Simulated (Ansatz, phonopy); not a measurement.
# How NaF (Villiaumite, Fm-3m) expands on warming, part 3 of 6

How much does NaF (Villiaumite) expand with temperature?

Measurements to reproduce:
- volume expansion coefficient 95.1 1e-6/K and heat capacity C_P per formula unit 46.9 J/mol/K near room temperature (given in “High-Throughput Prediction of Finite-Temperature Properties using the Quasi-Harmonic Approximation”, 2016, arXiv:1603.06924)
- volume expansion coefficient 102.6 1e-6/K near room temperature (given in “Descriptors for thermal expansion in solids”, 2017, arXiv:1701.03966)

Ansatz 0.2.0; DFT LDA, scalar-relativistic, plane waves, PAW (the session's first sound run).

So far. Step 2 (Probe on a coarse mesh): The start is under -4.5 GPa at this level and looks like an insulator or semiconductor on this mesh. Step 5 (Tight relaxation): The residual pressure is -0.0063 GPa, small enough for phonons.

**6. The quasi-harmonic study, functional LDA, q-mesh 2×2×2**

Thermal expansion follows from how the free energy of the vibrations (and of the electrons in a metal) changes with strain, so the program makes strained cells, their phonons and a fit in one run.

input.yaml reads:

```yaml
crystal:
  lattice:
    - [0.0, 2.2513434897, 2.2513434897]
    - [2.2513434897, 0.0, 2.2513434897]
    - [2.2513434897, 2.2513434897, 0.0]
  atoms:
    - { symbol: Na, position: [0.0, 0.0, 0.0] }
    - { symbol: F, position: [0.5, 0.5, 0.5] }
kpoints:
  mp_grid: { grid: [12, 12, 12] }
hamiltonian:
  xc: lda
scf:
  occupations: { method: fixed }
output:
  eigenvalues: true
phonons:
  method: dfpt
  qmesh: [2, 2, 2]
  temperatures: { t_max: 800.0, t_step: 50 }
  thermal_expansion: {}
```

Run with:

```bash
$ ansatz run input.yaml --threads 4 --pin off --max-ram 16384MiB --backend cpu --events-out ev --progress --plain --runs-dir out
```

Numbers of over 12 decimals in the logs are rounded to 6 here.

What it wrote:

```text
[...]
Crystal: 2 atoms, lattice volume = 22.822 Å³
Basis set: ecut = 487.2 eV, 537 PW (Γ), exchange–correlation on 48×48×48 points (8 copies of the dense FFT grid, shifted against one another)
Bands: 12, of which v1, the nominal top of the filled ones, is band 8 counted from 1 (7 counted from 0)
Symmetry: 48 space group operations
[...]
k-points: 72 of 1728
[...]
SCF iter   1: F=—  HF=-2263.123614 eV  |F-HF|=—  |Δ(HF+E_count)|=         —  Δρ=1.99e-2  dr2=6.26e-2  ethr=1.77e-3  ⟨swp⟩=4.7  Hψ=4208  notcnv=0  defer=138
[...]
SCF iter   7: F=-2263.099864 eV  HF=-2263.099864 eV  |F-HF|=1.91e-11  |Δ(HF+E_count)|=   1.22e-9  Δρ=4.13e-7  dr2=1.97e-11  ethr=1.00e-12  ⟨swp⟩=5.6  Hψ=4933  notcnv=0
SCF 1 converged in 7 iterations: F = -2263.099864 eV  dr2 = 1.97e-11
[...]
relax step   1: F+E_penalty+E_count = -2263.09986406 eV  Δ(F+E_penalty+E_count) = +0.000e0 eV  max|allowed force component| = 1.389e-29 eV/Å  Δτ_max = 0.0000 Å  (7 SCF iters, accepted)
SCF converged after 7 iterations
Free energy (F): -2263.099864 eV
[...]
Internal energy: -2263.099864 eV  (E = F + TS)
E sigma→0 (E₀):  -2263.099864 eV
Fermi energy:    1.252468 eV
[...]
--- Stress (GPa, compression-positive) ---
       -0.003019      -0.000000       0.000000
        0.000000      -0.003019       0.000000
       -0.000000      -0.000000      -0.003019
  P = ⅓ Tr σ = -0.0030 GPa (-0.030 kbar)
--- Band table (eV; the first three rows and the last of 72) ---
  k-point 0: bands = [... 4 lower, -17.2920, 1.2525, 1.2525, 1.2525, 7.7109, 20.4054, 20.4054, 20.4054]
  k-point 1: bands = [... 4 lower, -17.1567, 1.0884, 1.2310, 1.2310, 7.9821, 19.3892, 20.5318, 20.5318]
  k-point 2: bands = [... 4 lower, -16.9284, 0.6843, 1.1726, 1.1726, 8.6999, 17.8691, 20.8755, 20.8755]
  k-point 71: bands = [... 4 lower, -16.7506, 0.2433, 0.2433, 0.5784, 14.6301, 14.6301, 17.0702, 18.8063]
── thermal expansion: 3 new cells, 3 in all ──
thermal expansion: relaxation of cell 2
thermal expansion: relaxation of cell 3
── thermal expansion: 2 new cells, 5 in all ──
thermal expansion: relaxation of cell 4
thermal expansion: lower-state search of cell 4
thermal expansion: phonons of cell 4
thermal expansion: relaxation of cell 5
thermal expansion: phonons of cell 5
── thermal expansion: 8 new cells, 13 in all ──
thermal expansion: relaxation of cell 6
thermal expansion: relaxation of cell 7
thermal expansion: relaxation of cell 8
thermal expansion: relaxation of cell 9
thermal expansion: relaxation of cell 10
thermal expansion: relaxation of cell 11
thermal expansion: relaxation of cell 12
thermal expansion: relaxation of cell 13
thermal expansion: phonons of cell 6
thermal expansion: phonons of cell 7
thermal expansion: phonons of cell 8
thermal expansion: phonons of cell 9
thermal expansion: phonons of cell 10
WARN: thermal expansion: narrow_supercell: the supercell is narrow for a crystal that has a band gap and may be polar, so the expansion can be far off: type phonons.supercell or phonons.qmesh [3, 3, 3] or more in a new run
--- Relaxed structure (1 steps of the walk, 1 accepted, 0 SCFs on fresh bases) ---
  F+E_penalty+E_count = -2263.09986406 eV   max|allowed force component| = 1.389e-29 eV/Å
  atoms:
    - { symbol: Na, position: [0.0, 0.0, 0.0] }
    - { symbol: F, position: [0.5, 0.5, 0.5] }
--- Thermal expansion: 13 cells in 3 rounds, 0 GPa ---
  no lower state was reached at cell 4
  without vibrations: a 3.18383, b 3.18383, c 3.18383 Å, V 22.8209 Å³, B 61.22 GPa
  at 0 K: a 3.20148, b 3.20148, c 3.20148 Å, V 23.2027 Å³, B 58.32 GPa
  zero-point expansion: a +0.555, b +0.555, c +0.555, V +1.673 %
      T/K        a/Å        b/Å        c/Å       V/Å³ | expansion of a, b, c, V (1e-6/K)   | that of V in the mean from 25 °C | C_P, C_V (J/mol K of the cell) | B_T, B_S (GPa)
     0.00    3.20148    3.20148    3.20148    23.2027 |    0.00    0.00    0.00    0.00 |   53.54 |     0.000     0.000 |    58.32    58.32
   100.00    3.20280    3.20280    3.20280    23.2313 |   13.10   13.10   13.10   39.31 |   74.45 |    22.197    22.073 |    57.63    57.96
   200.00    3.20945    3.20945    3.20945    23.3764 |   26.25   26.25   26.25   78.75 |   87.61 |    40.512    39.548 |    55.19    56.54
   298.15    3.21870    3.21870    3.21870    23.5791 |   31.87   31.87   31.87   95.61 |       - |    46.941    44.915 |    52.36    54.72
   350.00    3.22421    3.22421    3.22421    23.7003 |   33.99   33.99   33.99  101.98 |   99.12 |    48.898    46.260 |    50.78    53.68
   450.00    3.23579    3.23579    3.23579    23.9567 |   37.70   37.70   37.70  113.11 |  105.44 |    51.671    47.720 |    47.57    51.51
   550.00    3.24863    3.24863    3.24863    24.2431 |   41.61   41.61   41.61  124.82 |  111.80 |    53.995    48.476 |    44.12    49.14
   650.00    3.26291    3.26291    3.26291    24.5642 |   46.30   46.30   46.30  138.89 |  118.73 |    56.401    48.914 |    40.36    46.54
   750.00    3.27902    3.27902    3.27902    24.9297 |   52.51   52.51   52.51  157.52 |  126.76 |    59.301    49.189 |    36.20    43.64
   800.00    3.28796    3.28796    3.28796    25.1342 |   56.56   56.56   56.56  169.67 |  131.41 |    61.109    49.289 |    33.91    42.04
  the static fit leaves 0.001 meV an atom of the energies and, of the stresses, 0.000 GPa of each cell's largest along a strain (root mean squares over the cells), whose Pulay part it has at -0.023 GPa
  vibrations' free energy: its fit leaves 0.0002 meV an atom at the most
  the electrons' free energy at temperature is not in it: every band gap is over 0.83 eV
  free energies summed between the sampled wave vectors
  estimated error of the fitted expansion in any direction: up to 0.932e-6/K, at 750 K (an estimate, not a bound: it was exceeded on models of known expansion)
  by sums over the sampled wave vectors an expansion of the volume parts by up to 2.07e-6/K
  by a static energy of one degree less an expansion of the volume parts by up to 0.78e-6/K
  the FFT grids of the static calculations differ: 24 × 24 × 24, 25 × 25 × 25
  band gaps on the cells' k-points are 5.697 to 6.638 eV
  narrow_supercell: the supercell is narrow for a crystal that has a band gap and may be polar, so the expansion can be far off: type phonons.supercell or phonons.qmesh [3, 3, 3] or more in a new run
```

The job ended after 1.9 min (4 threads of Arm Neoverse V2, shared host; peak memory 0.65 GiB; 6.9 min of CPU time).

This step gave:

```yaml
pressure: -0.003019 GPa
gap_on_the_k_mesh: 6.458 eV
volume_expansion_coefficient_at_298_k: 95.61 1e-6/K
c_p_at_298_k: 23.47 J/mol-atom/K
entropy_at_298_k: 25.15 J/mol-atom/K
isothermal_bulk_modulus_at_298_k: 52.36 GPa
grueneisen_parameter_at_298_k: 1.583
volume_at_298_k: 11.79 Å³/atom
principal_linear_expansion_coefficients_at_298_k: 31.87, 31.87, 31.87 1e-6/K
```

Strained cells of the study; zero-point energy where phonons were solved; the pressures are stresses at a fixed cutoff and can carry an offset from the finite basis. Expansion cells, by row:

```
cell  |a| (Å)  |b| (Å)  |c| (Å)  V (Å³/atom)  E - E_lowest (meV/atom)  pressure, compression positive (GPa)  gap (eV)  zero-point energy (meV/atom)
   1    3.184    3.184    3.184        11.41                        0                                -0.026     6.458                             -
   2    3.209    3.209    3.209        11.69                    1.224                                -1.409     6.319                             -
   3    3.159    3.159    3.159        11.14                    1.267                                 1.521     6.602                             -
   4    3.184    3.184    3.184        11.41                        0                                -0.039     6.457                          44.5
   5      3.2      3.2      3.2        11.59                    0.498                                -0.921     6.369                         43.43
   6    3.209    3.209    3.209        11.68                    1.194                                -1.392     6.321                         42.84
   7    3.234    3.234    3.234        11.96                    4.627                                -2.601     6.188                         41.21
   8    3.259    3.259    3.259        12.24                    10.16                                -3.676      6.06                          39.6
   9    3.285    3.285    3.285        12.53                    17.66                                 -4.63     5.936                         38.02
  10    3.311    3.311    3.311        12.83                    26.99                                -5.472     5.816                         36.46
  11    3.152    3.152    3.152        11.08                    1.972                                 1.924     6.638                             -
  12    3.168    3.168    3.168        11.24                    0.478                                 0.909     6.547                             -
  13    3.337    3.337    3.337        13.14                    38.31                                -6.227     5.697                             -
```

Quasi-harmonic; a, b, c are the run's own cell vectors. Expansion, by row:

```
T (K)  a (Å)  b (Å)  c (Å)  alpha (deg)  beta (deg)  gamma (deg)  cell volume (Å³/cell)  alpha_a (1e-6/K)  alpha_b (1e-6/K)  alpha_c (1e-6/K)  alpha_V (1e-6/K)  C_P (J/mol-atom/K)  C_V (J/mol-atom/K)  S (J/mol-atom/K)  B_T (GPa)  B_S (GPa)  Grueneisen  extrapolation  fit error (1e-6/K)
    0  3.201  3.201  3.201           60          60           60                   23.2                 0                 0                 0                 0                   0                   0                 0      58.32      58.32           -              0                   0
   50  3.202  3.202  3.202           60          60           60                   23.2              2.47              2.47              2.47              7.42               2.651                2.65             0.845      58.26      58.29       1.139              0                   0
  100  3.203  3.203  3.203           60          60           60                  23.23              13.1              13.1              13.1             39.31                11.1               11.04             5.276      57.63      57.96       1.436              0                0.01
  150  3.206  3.206  3.206           60          60           60                  23.29              21.3              21.3              21.3             63.89               16.96               16.72                11      56.51      57.33       1.515              0                0.03
  200  3.209  3.209  3.209           60          60           60                  23.38             26.25             26.25             26.25             78.75               20.26               19.77             16.37      55.19      56.54       1.547              0                0.05
  250  3.214  3.214  3.214           60          60           60                  23.47             29.51             29.51             29.51             88.53               22.22               21.47             21.12      53.78      55.65       1.567              0                0.05
298.1  3.219  3.219  3.219           60          60           60                  23.58             31.87             31.87             31.87             95.61               23.47               22.46             25.15      52.36      54.72       1.583              0                0.05
  300  3.219  3.219  3.219           60          60           60                  23.58             31.95             31.95             31.95             95.85               23.51               22.49             25.29      52.31      54.69       1.583              0                0.05
  350  3.224  3.224  3.224           60          60           60                   23.7             33.99             33.99             33.99               102               24.45               23.13             28.99      50.78      53.68       1.598              0                0.05
  400   3.23   3.23   3.23           60          60           60                  23.82             35.87             35.87             35.87             107.6                25.2               23.56              32.3       49.2      52.62       1.612              0                 0.1
  450  3.236  3.236  3.236           60          60           60                  23.96              37.7              37.7              37.7             113.1               25.84               23.86             35.31      47.57      51.51       1.627              0                0.16
  500  3.242  3.242  3.242           60          60           60                   24.1             39.59             39.59             39.59             118.8               26.43               24.08             38.06      45.88      50.35       1.642              0                0.18
  550  3.249  3.249  3.249           60          60           60                  24.24             41.61             41.61             41.61             124.8                  27               24.24             40.61      44.12      49.14       1.659              0                0.13
  600  3.256  3.256  3.256           60          60           60                   24.4             43.81             43.81             43.81             131.4               27.58               24.36             42.98      42.29      47.87       1.676              0                0.11
  650  3.263  3.263  3.263           60          60           60                  24.56              46.3              46.3              46.3             138.9                28.2               24.46             45.22      40.36      46.54       1.695              0                0.42
  700  3.271  3.271  3.271           60          60           60                  24.74             49.15             49.15             49.15             147.4               28.88               24.53             47.33      38.34      45.13       1.717              0                0.81
  750  3.279  3.279  3.279           60          60           60                  24.93             52.51             52.51             52.51             157.5               29.65               24.59             49.35       36.2      43.64        1.74              0                0.93
  800  3.288  3.288  3.288           60          60           60                  25.13             56.56             56.56             56.56             169.7               30.55               24.64             51.29      33.91      42.04       1.767              0                0.09
```

The expansion coefficient by temperature; values in 1e-6/K:

```
temperature (K)  volume  principal 1
              0       0            0
             50    7.42         2.47
            100    39.3         13.1
            150    63.9         21.3
            200    78.8         26.2
            250    88.5         29.5
            298    95.6         31.9
            300    95.8         31.9
            350     102         34.0
            400     108         35.9
            450     113         37.7
            500     119         39.6
            550     125         41.6
            600     131         43.8
            650     139         46.3
            700     147         49.1
            750     158         52.5
            800     170         56.6
```

At 298 K the volume expansion is 95.6 × 10⁻⁶/K and B_T is 52.4 GPa. The log warns that this q-mesh is too narrow, so the figure can be far off. The program raised the cutoff to 487.2 eV by itself: with no cutoff typed, the study takes about 1.16 times the default for its relaxations and scales it with the volume for the phonons.

**7. Quasi-harmonic fit by phonopy**

This step: DFT LDA, scalar-relativistic, plane waves, PAW (phonopy 4.10.0).

Numbers from this step:

```yaml
volume_expansion_coefficient_at_300_k: 95.59 1e-6/K
isothermal_bulk_modulus_at_300_k: 52.31 GPa
c_p_at_300_k: 23.56 J/mol-atom/K
grueneisen_parameter_at_300_k: 1.579
```

The energy (each curve on its own zero) by volume; values in meV/atom:

```
volume (Å³/atom)  static  F at 0 K  F at 300 K  F at 800 K
          11.413       0      3.63        7.26        17.8
          11.585     0.5      3.06        5.75        13.4
          11.684    1.19      3.17        5.31        11.3
          11.960    4.63      4.97        5.52        6.92
          12.243    10.2      8.89        7.76        4.33
          12.533    17.7      14.8        11.8        3.39
          12.830    27.0      22.6        17.7        3.93
```

Phonopy-qha, vinet fit of F(V) at each temperature. Qha vinet, by row:

```
T (K)  fitted volume (Å³/atom)  alpha_V (1e-6/K)  B_T (GPa)  C_P (J/mol-atom/K)  Grueneisen
  100                    11.62             37.79      57.61               10.62        1.38
  150                    11.65             62.26      56.51               16.81       1.476
  200                    11.69             77.87       55.2               20.25        1.53
  250                    11.74             88.06      53.79               22.26       1.559
  300                    11.79             95.59      52.31               23.56       1.579
  350                    11.85             101.9      50.77                24.5       1.596
  400                    11.91             107.6      49.16               25.24       1.611
  450                    11.98             113.3      47.51               25.88       1.627
  500                    12.05             119.1      45.79               26.46       1.643
  550                    12.12             125.3      44.02               27.04        1.66
  600                     12.2               132      42.18               27.62       1.679
  650                    12.28             139.5      40.29               28.24       1.699
  700                    12.37             147.9      38.33               28.91       1.721
  750                    12.47             157.5       36.3               29.67       1.745
```

Table of volume expansion coefficient by temperature; values in 1e-6/K:

```
temperature (K)  phonopy-qha, Vinet  Ansatz's own study
            100                37.8                39.3
            150                62.3                63.9
            200                77.9                78.8
            250                88.1                88.5
            300                95.6                95.8
            350                 102                 102
            400                 108                 108
            450                 113                 113
            500                 119                 119
            550                 125                 125
            600                 132                 131
            650                 139                 139
            700                 148                 147
            750                 158                 158
```

The fit gives a volume expansion of 95.6 × 10⁻⁶/K at 300 K, against 95.6 at 298 K from the study itself, whose static fit uses more cells.

[end of part 3 of 6]

[Logs are printed without paths, hosts, clocks, repeated set-up lines and the standing remarks that a program may print on its own settings, such as how far it seeks lower states.]

[Hosts, paths, dates, database ids (printed as entryN), source tags and the programs' standing remarks are cut or masked in the printed files.]

[A step with changed settings may run another functional than the one named; its input shows which.]
